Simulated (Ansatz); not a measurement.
# Squeezing and shearing glassy 58SiO2-11Na2O-13BaO-18CaO (mol %) (102 atoms), part 2 of 4

How stiff is glassy 58SiO2-11Na2O-13BaO-18CaO (mol %) (102 atoms), and how do its levels respond to strain?

Ansatz 0.2.0; Kohn-Sham DFT, LDA, PAW (set soft_2), plane waves.

The cell: 22 Si, 8 Na, 5 Ba, 7 Ca and 60 O. The quench rate of 50 K/ps far exceeds what a furnace or splat quench reaches. The network of bonds at the start is that of the classical potential that made the cell. The Brillouin zone is sampled at Γ only. The levels lack spin–orbit coupling.

So far. Step 2 (Single point at the start): The r.m.s. force at the start is 1.3 eV/Å.

### 3. Cell and atoms relaxed

Cell and atoms are freed together, to release stress as well as forces.

Input file input.yaml:

```yaml
crystal:
  lattice:
    - [11.39575, 0.0, 0.0]
    - [0.0, 11.39575, 0.0]
    - [0.0, 0.0, 11.39575]
  atoms:
    [... the 102 atom lines of step 2 ...]
kpoints:
  mp_grid: { grid: [1, 1, 1] }
hamiltonian:
  xc: lda
scf:
  occupations: { method: fixed }
output:
  forces: true
relax:
  f_tol: 0.05
  max_steps: 150
  cell: {}
```

Run with:

```
> ansatz run input.yaml --threads 4 --pin off --max-ram 8192MiB --backend cpu --events-out ev --progress --plain --runs-dir out
```

Numbers of over 12 decimals in the logs are rounded to 6 here.

Output:

```text
[...]
Crystal: 102 atoms, lattice volume = 1479.888 Å³
Basis set: ecut = 420 eV, 28887 PW (Γ)
Bands: 422, of which v1, the nominal top of the filled ones, is band 320 counted from 1 (319 counted from 0)
Symmetry: 1 space group operations
[...]
k-points: 1
[...]
SCF iter   1: F=—  HF=-99868.614537 eV  |F-HF|=—  |Δ(HF+E_count)|=         —  Δρ=1.34e-2  dr2=2.45e0  ethr=1.77e-3  ⟨swp⟩=6.0  Hψ=1430  notcnv=0  defer=99
[...]
SCF iter   5: F=—  HF=-99867.919056 eV  |F-HF|=—  |Δ(HF+E_count)|=   3.65e-3  Δρ=2.32e-4  dr2=9.20e-4  ethr=2.45e-6  ⟨swp⟩=3.0  Hψ=524  notcnv=0  defer=97
[...]
SCF iter  10: F=—  HF=-99867.919095 eV  |F-HF|=—  |Δ(HF+E_count)|=   2.96e-7  Δρ=2.50e-6  dr2=1.21e-7  ethr=1.11e-10  ⟨swp⟩=2.0  Hψ=622  notcnv=0  defer=95
SCF iter  11: F=-99867.919095 eV  HF=-99867.919095 eV  |F-HF|=1.61e-8  |Δ(HF+E_count)|=   5.24e-8  Δρ=1.61e-6  dr2=3.72e-8  ethr=1.56e-11  ⟨swp⟩=4.0  Hψ=1243  notcnv=0
SCF 1 converged in 11 iterations: F = -99867.919095 eV  dr2 = 3.72e-8
[...]
relax step   1: F+E_penalty+E_count = -99867.91909502 eV  Δ(F+E_penalty+E_count) = +0.000e0 eV  max|allowed force component| = 6.826e0 eV/Å  Δτ_max = 0.0000 Å  P = -0.306 GPa  Ω = 1479.888 Å³  (11 SCF iters, dr2 threshold 1.00e-7 eV, accepted)
[... from here on, the SCF cycles and remarks between the steps are left out ...]
relax step   2: F+E_penalty+E_count = -99874.83350069 eV  Δ(F+E_penalty+E_count) = -6.914e0 eV  max|allowed force component| = 3.118e0 eV/Å  Δτ_max = 0.1949 Å  P = +1.135 GPa  Ω = 1416.619 Å³  energy of the carried Pulay correction = +2.647e-1 eV  (8 SCF iters, dr2 threshold 1.02e-5 eV, accepted)
relax step   3: F+E_penalty+E_count = -99877.86463389 eV  Δ(F+E_penalty+E_count) = -3.031e0 eV  max|allowed force component| = 1.630e0 eV/Å  Δτ_max = 0.1961 Å  P = +1.483 GPa  Ω = 1376.599 Å³  energy of the carried Pulay correction = +4.382e-1 eV  (8 SCF iters, dr2 threshold 1.02e-5 eV, accepted)
relax step   4: F+E_penalty+E_count = -99878.79048082 eV  Δ(F+E_penalty+E_count) = -9.258e-1 eV  max|allowed force component| = 9.471e-1 eV/Å  Δτ_max = 0.2000 Å  P = +0.754 GPa  Ω = 1378.832 Å³  energy of the carried Pulay correction = +4.284e-1 eV  (7 SCF iters, dr2 threshold 1.02e-5 eV, accepted)
relax step   5: F+E_penalty+E_count = -99879.27921034 eV  Δ(F+E_penalty+E_count) = -4.887e-1 eV  max|allowed force component| = 4.445e-1 eV/Å  Δτ_max = 0.1951 Å  P = -0.185 GPa  Ω = 1384.625 Å³  energy of the carried Pulay correction = +4.030e-1 eV  (8 SCF iters, dr2 threshold 1.02e-5 eV, accepted)
relax step   6: F+E_penalty+E_count = -99879.58082683 eV  Δ(F+E_penalty+E_count) = -3.016e-1 eV  max|allowed force component| = 2.827e-1 eV/Å  Δτ_max = 0.2000 Å  P = +0.059 GPa  Ω = 1381.090 Å³  energy of the carried Pulay correction = +4.185e-1 eV  (8 SCF iters, dr2 threshold 1.02e-5 eV, accepted)
relax step   7: F+E_penalty+E_count = -99879.69335008 eV  Δ(F+E_penalty+E_count) = -1.125e-1 eV  max|allowed force component| = 3.223e-1 eV/Å  Δτ_max = 0.1152 Å  P = -0.076 GPa  Ω = 1381.537 Å³  energy of the carried Pulay correction = +4.165e-1 eV  (7 SCF iters, dr2 threshold 4.99e-6 eV, accepted)
relax step   8: F+E_penalty+E_count = -99879.86040210 eV  Δ(F+E_penalty+E_count) = -1.671e-1 eV  max|allowed force component| = 2.531e-1 eV/Å  Δτ_max = 0.2000 Å  P = -0.034 GPa  Ω = 1377.402 Å³  energy of the carried Pulay correction = +4.347e-1 eV  (7 SCF iters, dr2 threshold 6.49e-6 eV, accepted)
relax step   9: F+E_penalty+E_count = -99879.92240162 eV  Δ(F+E_penalty+E_count) = -6.200e-2 eV  max|allowed force component| = 1.934e-1 eV/Å  Δτ_max = 0.1586 Å  P = -0.076 GPa  Ω = 1373.446 Å³  energy of the carried Pulay correction = +4.521e-1 eV  (7 SCF iters, dr2 threshold 4.00e-6 eV, accepted)
relax step  10: F+E_penalty+E_count = -99879.95205249 eV  Δ(F+E_penalty+E_count) = -2.965e-2 eV  max|allowed force component| = 1.646e-1 eV/Å  Δτ_max = 0.0632 Å  P = +0.063 GPa  Ω = 1374.040 Å³  energy of the carried Pulay correction = +4.495e-1 eV  (7 SCF iters, dr2 threshold 2.34e-6 eV, accepted)
relax step  11: F+E_penalty+E_count = -99879.98101973 eV  Δ(F+E_penalty+E_count) = -2.897e-2 eV  max|allowed force component| = 2.175e-1 eV/Å  Δτ_max = 0.2000 Å  P = -0.273 GPa  Ω = 1376.032 Å³  energy of the carried Pulay correction = +4.407e-1 eV  (9 SCF iters, dr2 threshold 1.69e-6 eV, accepted)
relax step  12: F+E_penalty+E_count = -99880.04263405 eV  Δ(F+E_penalty+E_count) = -6.161e-2 eV  max|allowed force component| = 1.309e-1 eV/Å  Δτ_max = 0.0588 Å  P = -0.081 GPa  Ω = 1371.031 Å³  energy of the carried Pulay correction = +4.627e-1 eV  (7 SCF iters, dr2 threshold 2.96e-6 eV, accepted)
relax step  13: F+E_penalty+E_count = -99880.07331253 eV  Δ(F+E_penalty+E_count) = -3.068e-2 eV  max|allowed force component| = 1.033e-1 eV/Å  Δτ_max = 0.0539 Å  P = +0.083 GPa  Ω = 1368.765 Å³  energy of the carried Pulay correction = +4.727e-1 eV  (7 SCF iters, dr2 threshold 1.07e-6 eV, accepted)
[...]
relax step  28: F+E_penalty+E_count = -99880.39677348 eV  Δ(F+E_penalty+E_count) = -2.860e-2 eV  max|allowed force component| = 9.427e-2 eV/Å  Δτ_max = 0.0975 Å  P = -0.030 GPa  Ω = 1366.175 Å³  energy of the carried Pulay correction = +4.842e-1 eV  (8 SCF iters, dr2 threshold 1.13e-6 eV, accepted)
relax step  29: F+E_penalty+E_count = -99880.38472137 eV  Δ(F+E_penalty+E_count) = +1.205e-2 eV  max|allowed force component| = 3.607e-1 eV/Å  Δτ_max = 0.1462 Å  P = -0.085 GPa  Ω = 1366.181 Å³  energy of the carried Pulay correction = +4.842e-1 eV  (9 SCF iters, dr2 threshold 5.55e-7 eV, rejected (line search))
relax step  30: F+E_penalty+E_count = -99880.40896167 eV  Δ(F+E_penalty+E_count) = -1.219e-2 eV  max|allowed force component| = 1.469e-1 eV/Å  Δτ_max = 0.0731 Å  P = +0.001 GPa  Ω = 1367.334 Å³  energy of the carried Pulay correction = +4.791e-1 eV  (12 SCF iters, accepted)
relax step  31: F+E_penalty+E_count = -99880.41102766 eV  Δ(F+E_penalty+E_count) = -2.066e-3 eV  max|allowed force component| = 1.348e-1 eV/Å  Δτ_max = 0.0628 Å  P = -0.005 GPa  Ω = 1367.695 Å³  energy of the carried Pulay correction = +4.775e-1 eV  (7 SCF iters, dr2 threshold 1.35e-6 eV, accepted)
relax step  32: F+E_penalty+E_count = -99880.41841690 eV  Δ(F+E_penalty+E_count) = -7.389e-3 eV  max|allowed force component| = 5.676e-2 eV/Å  Δτ_max = 0.0239 Å  P = +0.003 GPa  Ω = 1367.481 Å³  energy of the carried Pulay correction = +4.784e-1 eV  (7 SCF iters, dr2 threshold 1.14e-6 eV, accepted)
relax step  33: F+E_penalty+E_count = -99880.38620659 eV  Δ(F+E_penalty+E_count) = +3.221e-2 eV  max|allowed force component| = 1.535e-1 eV/Å  Δτ_max = 0.1688 Å  P = -0.003 GPa  Ω = 1368.835 Å³  energy of the carried Pulay correction = +4.724e-1 eV  (9 SCF iters, dr2 threshold 2.01e-7 eV, rejected (line search))
relax step  34: F+E_penalty+E_count = -99880.41961822 eV  Δ(F+E_penalty+E_count) = -1.201e-3 eV  max|allowed force component| = 4.589e-2 eV/Å  Δτ_max = 0.0521 Å  P = +0.007 GPa  Ω = 1368.634 Å³  energy of the carried Pulay correction = +4.733e-1 eV  (11 SCF iters, accepted)
relax step  35: F+E_penalty+E_count = -99880.25326451 eV  Δ(F+E_penalty+E_count) = +1.664e-1 eV  max|allowed force component| = 4.635e-2 eV/Å  Δτ_max = 0.0000 Å  P = -0.257 GPa  Ω = 1368.634 Å³  stress off target by 5.06e-1 GPa  SCF on the basis re-selected at this cell (its energy is not comparable with the rows above)  (8 SCF iters)
relax step  36: F+E_penalty+E_count = -99880.28761159 eV  Δ(F+E_penalty+E_count) = -3.435e-2 eV  max|allowed force component| = 1.788e-1 eV/Å  Δτ_max = 0.0763 Å  P = +0.206 GPa  Ω = 1357.998 Å³  energy of the carried Pulay correction = +4.690e-2 eV  (8 SCF iters, dr2 threshold 6.41e-7 eV, rejected (line search))
relax step  37: F+E_penalty+E_count = -99880.29705279 eV  Δ(F+E_penalty+E_count) = -4.379e-2 eV  max|allowed force component| = 5.318e-2 eV/Å  Δτ_max = 0.0382 Å  P = -0.026 GPa  Ω = 1363.499 Å³  energy of the carried Pulay correction = +2.256e-2 eV  (11 SCF iters, accepted)
relax step  38: F+E_penalty+E_count = -99880.30583275 eV  Δ(F+E_penalty+E_count) = -8.780e-3 eV  max|allowed force component| = 3.445e-2 eV/Å  Δτ_max = 0.0422 Å  P = +0.004 GPa  Ω = 1362.004 Å³  energy of the carried Pulay correction = +2.914e-2 eV  (8 SCF iters, dr2 threshold 1.77e-7 eV, accepted)
relax step  39: F+E_penalty+E_count = -99880.28060878 eV  Δ(F+E_penalty+E_count) = +2.522e-2 eV  max|allowed force component| = 3.413e-2 eV/Å  Δτ_max = 0.0000 Å  P = -0.020 GPa  Ω = 1362.004 Å³  stress off target by 7.75e-2 GPa  SCF on the basis re-selected at this cell (its energy is not comparable with the rows above)  (6 SCF iters)
relax step  40: F+E_penalty+E_count = -99880.28395398 eV  Δ(F+E_penalty+E_count) = -3.345e-3 eV  max|allowed force component| = 5.989e-2 eV/Å  Δτ_max = 0.0159 Å  P = +0.007 GPa  Ω = 1361.522 Å³  energy of the carried Pulay correction = +2.250e-3 eV  (9 SCF iters, dr2 threshold 1.50e-8 eV, accepted)
relax step  41: F+E_penalty+E_count = -99880.28636037 eV  Δ(F+E_penalty+E_count) = -2.406e-3 eV  max|allowed force component| = 3.062e-2 eV/Å  Δτ_max = 0.0146 Å  P = -0.003 GPa  Ω = 1361.138 Å³  energy of the carried Pulay correction = +3.893e-3 eV  (7 SCF iters, dr2 threshold 2.24e-7 eV, accepted)
relax step  42: F+E_penalty+E_count = -99880.28190007 eV  Δ(F+E_penalty+E_count) = +4.460e-3 eV  max|allowed force component| = 3.059e-2 eV/Å  Δτ_max = 0.0000 Å  P = -0.005 GPa  Ω = 1361.138 Å³  stress off target by 2.09e-2 GPa  SCF on the basis re-selected at this cell (its energy is not comparable with the rows above)  (5 SCF iters)
[...]
SCF converged after 5 iterations
Free energy (F): -99880.281900 eV
[...]
Internal energy: -99880.281900 eV  (E = F + TS)
E sigma→0 (E₀):  -99880.281900 eV
Fermi energy:    5.427395 eV
[...]
Σ components = -99880.281900   (vs F -99880.281900, Δ=0.00e0)
--- Forces (eV/Å), atoms counted from 1 ---
  atom   1  Si     0.01036968    -0.01460325     0.01824779
  atom   2  Si    -0.00067614    -0.00865364     0.00456835
  atom   3  Si    -0.00637583     0.00436965     0.00124656
  atom   4  Si     0.00203588    -0.00980728    -0.02284245
[...]
atom 102  O      0.00142685     0.00173696     0.00086483
  max |Σ_I F_I| component: 1.08e-4 eV/Å
--- Stress (GPa, compression-positive) ---
       -0.012922       0.009662      -0.005465
        0.009662       0.005706       0.004698
       -0.005465       0.004698      -0.008756
  P = ⅓ Tr σ = -0.0053 GPa (-0.053 kbar)
--- Relaxed structure (39 steps of the walk, 34 accepted, 3 SCFs on fresh bases) ---
  F+E_penalty+E_count = -99880.28190007 eV   max|allowed force component| = 3.059e-2 eV/Å   (the final SCF, on the basis selected at the relaxed cell)
  cell:  # Å, volume = 1361.1382 Å³
    - [10.645435, 0.417233, 0.187118]
    - [0.417233, 11.542519, 0.275613]
    - [0.187118, 0.275613, 11.102660]
  atoms:
    - { symbol: Si, position: [0.462811, 0.570167, 0.972106] }
    - { symbol: Si, position: [0.645841, 0.920940, 0.340008] }
    - { symbol: Si, position: [0.784826, 0.111115, 0.484028] }
    - { symbol: Si, position: [0.225383, 0.609929, 0.658966] }
[...]
- { symbol: O, position: [0.729260, 0.768223, 0.010305] }
```

The job ended after 14 min (4 threads of Arm Neoverse V1, shared host; peak memory 1.8 GiB).

The relaxation converged after 39 steps, with a largest force component of 0.031 eV/Å.

### 4. Single point at the relaxed geometry

One more single point at the end of the walk gives the fuller output and checks the residual forces.

Input file input.yaml:

```yaml
crystal:
  lattice:
    - [10.64544, 0.41723, 0.18712]
    - [0.41723, 11.54252, 0.27561]
    - [0.18712, 0.27561, 11.10266]
  atoms:
    - { symbol: Si, position: [0.46281, 0.57017, 0.97211] }
    - { symbol: Si, position: [0.64584, 0.92094, 0.34001] }
    - { symbol: Si, position: [0.78483, 0.11112, 0.48403] }
    - { symbol: Si, position: [0.22538, 0.60993, 0.65897] }
    - { symbol: Si, position: [0.82406, 0.03414, 0.88701] }
    - { symbol: Si, position: [0.62313, 0.22736, 0.142] }
    [... 90 atom lines left out ...]
    - { symbol: O, position: [0.08308, 0.23548, 0.08039] }
    - { symbol: O, position: [0.15918, 0.65405, 0.98024] }
    - { symbol: O, position: [0.09583, 0.31056, 0.59358] }
    - { symbol: O, position: [0.26572, 0.87755, 0.05745] }
    - { symbol: O, position: [0.69902, 0.89852, 0.20359] }
    - { symbol: O, position: [0.72926, 0.76822, 0.01031] }
kpoints:
  mp_grid: { grid: [1, 1, 1] }
hamiltonian:
  xc: lda
scf:
  occupations: { method: fixed }
output:
  forces: true
  stress: true
  populations: true
  dos:
    method: { smearing: { sigma: 0.08 } }
    de: 0.1
    projected: { site_lists: { Ba: [Ba], Ca: [Ca], Na: [Na], O: [O], Si: [Si] } }
  eigenvalues: true
  write_density: true
  write_potential: true
  volumetric_format: npy
  elf: true
```

Output:

```text
[...]
Crystal: 102 atoms, lattice volume = 1361.139 Å³
Basis set: ecut = 420 eV, 26627 PW (Γ)
Bands: 422, of which v1, the nominal top of the filled ones, is band 320 counted from 1 (319 counted from 0)
Symmetry: 1 space group operations
[...]
k-points: 1
[...]
SCF iter   1: F=—  HF=-99880.985173 eV  |F-HF|=—  |Δ(HF+E_count)|=         —  Δρ=1.37e-2  dr2=2.33e0  ethr=1.77e-3  ⟨swp⟩=5.0  Hψ=1622  notcnv=0  defer=100
[...]
SCF iter  10: F=-99880.281891 eV  HF=-99880.281891 eV  |F-HF|=1.30e-8  |Δ(HF+E_count)|=   5.55e-8  Δρ=1.73e-6  dr2=5.12e-8  ethr=1.56e-11  ⟨swp⟩=21.0  Hψ=4149  notcnv=0
SCF 1 converged in 10 iterations: F = -99880.281891 eV  dr2 = 5.12e-8
[...]
SCF converged after 10 iterations
Free energy (F): -99880.281891 eV
[...]
Internal energy: -99880.281891 eV  (E = F + TS)
E sigma→0 (E₀):  -99880.281891 eV
Fermi energy:    5.427211 eV
[...]
--- Forces (eV/Å), atoms counted from 1 ---
  atom   1  Si     0.01133019    -0.01645590     0.01587680
  atom   2  Si     0.00100533    -0.00970155     0.00337080
  atom   3  Si    -0.00885695     0.00179862     0.00174026
  atom   4  Si     0.00233884    -0.01116111    -0.02596185
  atom   5  Si    -0.00613355     0.01445740    -0.00093945
  atom   6  Si     0.00846354     0.01664739     0.01103578
  atom   7  Si     0.00659437     0.00463153    -0.01357360
  atom   8  Si    -0.00645348    -0.00885616     0.00951293
  atom   9  Si    -0.00657583     0.00995237     0.01277547
  atom  10  Si     0.00010943    -0.00690592     0.01723218
  atom  11  Si    -0.00200764    -0.00291097     0.00500279
  atom  12  Si     0.01313631     0.01483972    -0.00118977
  atom  13  Si     0.00493778    -0.01314780    -0.00660795
  atom  14  Si     0.00231037    -0.00327291    -0.00076663
[...]
atom 101  O      0.00052500     0.00358102    -0.00136543
  atom 102  O      0.00160580     0.00213083     0.00100004
  max |Σ_I F_I| component: 1.27e-4 eV/Å
--- Stress (GPa, compression-positive) ---
       -0.014031       0.010218      -0.005348
        0.010218       0.004553       0.004583
       -0.005348       0.004583      -0.007380
  P = ⅓ Tr σ = -0.0056 GPa (-0.056 kbar)
--- Band table (eV) ---
[...]
--- Löwdin populations: 102 sites ---
  site symbol       q [e]
     0     Si      2.3692
     1     Si      2.3012
     2     Si      2.4726
[...]
101      O      6.7671
  spilling = 0.013458 (of n_electrons = 640.000000)
```

Elapsed: 35 s, on 4 threads; peak memory 1.8 GiB.

The run gave:

| Item | Value |
| --- | --- |
| free energy | -99880.2819 eV |
| free energy per atom | -979.2184 eV/atom |
| SCF cycles | 10 |
| pressure | -0.005619 GPa |
| r.m.s. force component | 0.00691 eV/Å |
| longest force | 0.03688 eV/Å |
| Fermi energy | 5.427 eV |
| gap (highest filled to lowest empty level) | 3.307 eV |
| spilling of the projection | 0.01346 |

Löwdin charges by element (they lack the spilled electrons, 0.084 e an atom on average):

```
element  coordination  atoms  mean charge (e)  spread  least    most
     Ba           all      5             1.85  0.0053   1.84    1.86
     Ca           all      7             1.74  0.0218   1.71    1.78
     Na           all      8            0.769  0.0167  0.744   0.795
      O           all     60           -0.899   0.108  -1.32  -0.765
     Si           all     22             1.59  0.0521   1.49    1.70
```

States in the cell by windows of 1 eV, zero at the Fermi level; the larger projections on atomic orbitals stand beside the total:

```
from (eV)  to (eV)  total   O p  Si p
      -10       -9   12.8   7.1   0.8
       -9       -8   11.5   7.8   1.2
       -8       -7   18.7  13.6   2.9
       -7       -6   15.1  11.5   2.8
       -6       -5   29.1  22.4   3.2
       -5       -4   54.0  44.2   4.2
       -4       -3   59.7  52.8   2.3
       -3       -2   69.1  63.6   1.7
       -2       -1   71.3  66.9   1.3
       -1        0   17.7  16.7   0.2
        0        1    0.9   0.8   0.0
        1        3    0.0   0.0   0.0
        3        4    2.0   0.0   0.0
        4        5   10.2   0.7   0.7
```

The curve was stored every 0.10 eV, coarse against its broadening of 0.08 eV, so these counts are rough.

With fixed occupations the program's Fermi level is the highest filled level; weight inside the gap is the broadening of levels at its edges.

Between -26 and -10 eV lie 248 more states.

The stored curve holds about 608 of the 640 electrons; the rest, give or take the few that broadening carries across the Fermi level, lie in deeper levels below its range.

The levels nearest the highest filled one (over half full), pooled over k-points and spins:

```
level less the highest filled one (eV)  occupation
                                -0.871           2
                                -0.741           2
                                -0.696           2
                                -0.271           2
                                -0.103           2
                                     0           2
                                  3.31           0
                                  4.40           0
                                  4.50           0
                                  4.69           0
                                  4.72           0
                                  4.80           0
```

Electrostatic potential energy in the ab plane at fractional z = 0.426, with atoms of Si and Na and Ca and O within 0.2 Å of it. With pseudopotentials it is smooth inside the atoms' cores, unlike the true potential.

Values in eV, 13 rows by 16 columns, each cell a mean:
```
-24  -4   9  11  10   9   9  10   9   4   0   0   7  11   9  -2
-24  -7   9  10  10   9   9  10   9   4  -4   3  10  11  10   0
  8  10  11   8   8   5  -2  -5   7   2 -32 -21  10  12   6   0
  5  11  11  11   7   1 -12 -21   4   3  -1   1   6   8 -13 -31
  9  11  11  10   8   7   9  10  10   9   7  -9 -27  -9   6   6
 11  10   6  -5 -17  -1   9  11  12  12   9  -6 -27 -11   7  10
  5   2  -6 -20 -39 -19   7  10   8   8   9   7   5   6   7   4
-30  -1   9   5  -5 -19   0   6 -11 -18  -5   6   9   8   0 -28
-24   0   9   8   6  -8   2   4 -22 -33 -19   5  10   9   4 -19
  7   9   9   1  -4   5   9   7   1  -7   0   8 -13 -23   6   8
 11  10   8   3   0   6 -12 -29   4  10   9   5 -11 -16   7  11
 10   8  -7  -1   9   9   3  -6   9  11   9  -1 -21  -9   7  11
  9   8 -12  -7  10   9   9   9  10  10   4 -27  -9   5  10  10
```
Columns run along a (10.7 Å; values clipped at the 3rd and 97th percentile), rows up along b (11.6 Å). Atoms in or near the plane, at fractional coordinates: Si at (0.27, 0.50), Na at (0.03, 0.91), Ca at (0.00, 0.38), O at (0.67, 0.80), O at (0.82, 0.23), O at (0.45, 0.17).

ELF in the ab plane at fractional z = 0.426, with atoms of Si and Na and Ca and O within 0.2 Å of it. It is the smooth field of the valence electrons, not physical close to the nuclei.

Ten even steps from '0' (0.01) to '9' (0.86), each cell a mean:
```
552135420000157752258987300002
446200000000146642123443100016
556203432000001211465420000015
232037885201221003789862002321
310048997315887414875994026887
851015776338988833898983048989
951001232138989842356520048868
741000001113677521110145414788
310000012321111000100599951234
002343224542100000000699971010
037887512332100000000279840110
048999622011000001110012200100
325888612465300122110000000024
972354337998721688752000000489
996000138989833998997200000599
994000015899724985798202420289
531110011255202799996148985124
012431255201232257861289789610
013431257415899621100488579730
001111012128968961000368997510
001355420027978961001234564100
014899862015787630036774222210
015898984001222100279998423320
002689873000122210279888412210
```
Columns run along a (10.7 Å), rows up along b (11.6 Å). Atoms in or near the plane, at fractional coordinates: Si at (0.27, 0.50), Na at (0.03, 0.91), Ca at (0.00, 0.38), O at (0.67, 0.80), O at (0.82, 0.23), O at (0.45, 0.17).

Between filled and empty levels lie 3.31 eV (at Γ alone); a local or semilocal functional tends to put such gaps too low. In a disordered cell it changes from sample to sample, and tail or defect levels can set it. Mean Löwdin charges: Ba +1.85, Ca +1.74, Na +0.77, O -0.90, Si +1.59 e (they miss 1.3 % of the electrons, so they add up to more than the cell's charge).

(Part 2 of 4 ends here.)

[Logs are printed without paths, hosts, clocks, repeated set-up lines and the standing remarks that a program may print on its own settings, such as how far it seeks lower states.]

[Hosts, paths, dates, database ids (printed as entryN), source tags and the programs' standing remarks are cut or masked in the printed files.]
